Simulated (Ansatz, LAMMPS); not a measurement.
# Gap against volume in Zn34Te25S9 with crystalline order left by the classical run (68 atoms)

Density of this cell: 4.91 g/cm³. The cell holds 68 atoms: 34 Zn, 25 Te and 9 S. Its edges and angles: a = 13.085 Å, b = 11.479 Å, c = 12.949 Å, α = 92.2°, β = 83.2°, γ = 88.4°. The starting structure: 68 atoms (34 Zn, 25 Te, 9 S) placed at random at 4.97 g/cm³, melted at 2500 K for 10 ps at fixed volume with the Stillinger-Weber II-VI potential (Zhou et al., Phys. Rev. B 88, 085309 (2013)). Quenched from 2500 K to 100 K at 5 K/ps and fixed volume, held 5 ps.

Calculated with Ansatz 0.2.0: Kohn-Sham DFT, PBE, PAW (set soft_1), plane waves; cutoff 420 eV, Γ point, gaussian smearing of 0.025 eV. The relaxed cell was scaled evenly and the atoms were relaxed at each volume. The gap is that between the highest filled and the lowest empty Kohn-Sham level on the run's k-points.

| volume (Å³/atom) | gap (eV) |
| --- | --- |
| 25.528 | 0.4944 |
| 26.663 | ? |
| 27.514 | 0.8145 |
| 28.365 | 0.9316 |
| 29.215 | 0.9677 |
| 30.066 | 1.048 |

Task: Fit a straight line in ln V to the rows given and interpolate to the withheld row.

**Working.**

A volume deformation potential makes the spacing linear in u = ln(V/V0), with V0 = 28.365 Å³ the relaxed volume; v is the spacing.

```
u = ln(V/V0)  v (eV)
   -0.105360  0.4944
  -0.0304592  0.8145
           0  0.9316
   0.0295583  0.9677
   0.0582682  1.0482
```

With n = 5: mean u = -0.00959854, mean v = 0.851280, Σ(u − ū)² = 0.015837, Σ(u − ū)(v − v̄) = 0.053637. Slope b = 0.053637 / 0.015837 = 3.3868; intercept a = v̄ − b ū = 0.88379.

At the withheld volume u = -0.06188, and v = a + b u.

Prediction at 26.663: 0.6742 eV. The run gave 0.6922 eV, so the fit is low by 0.018 eV (2.6 % of the value).

The slope, +3.39 eV, says that the spacing widens on expansion. Among the rows given, the largest miss of the fit is at 28.365, by 0.048 eV (8.6 % of the range of the table).

Limits: The table spans 16 % in volume, wide for a linear law. Semilocal functionals tend to put gaps under measured ones. Only the Γ point is sampled. Atoms move by up to 1.0 Å in these relaxations, so the structure changes along the series. Defect or tail levels can set the spacing of a disordered cell. Spin–orbit coupling is left out, which matters for the levels of the heavy elements.

[Logs are printed without paths, hosts, clocks, repeated set-up lines and the standing remarks that a program may print on its own settings, such as how far it seeks lower states.]

[Hosts, paths, dates, database ids (printed as entryN), source tags and the programs' standing remarks are cut or masked in the printed files.]
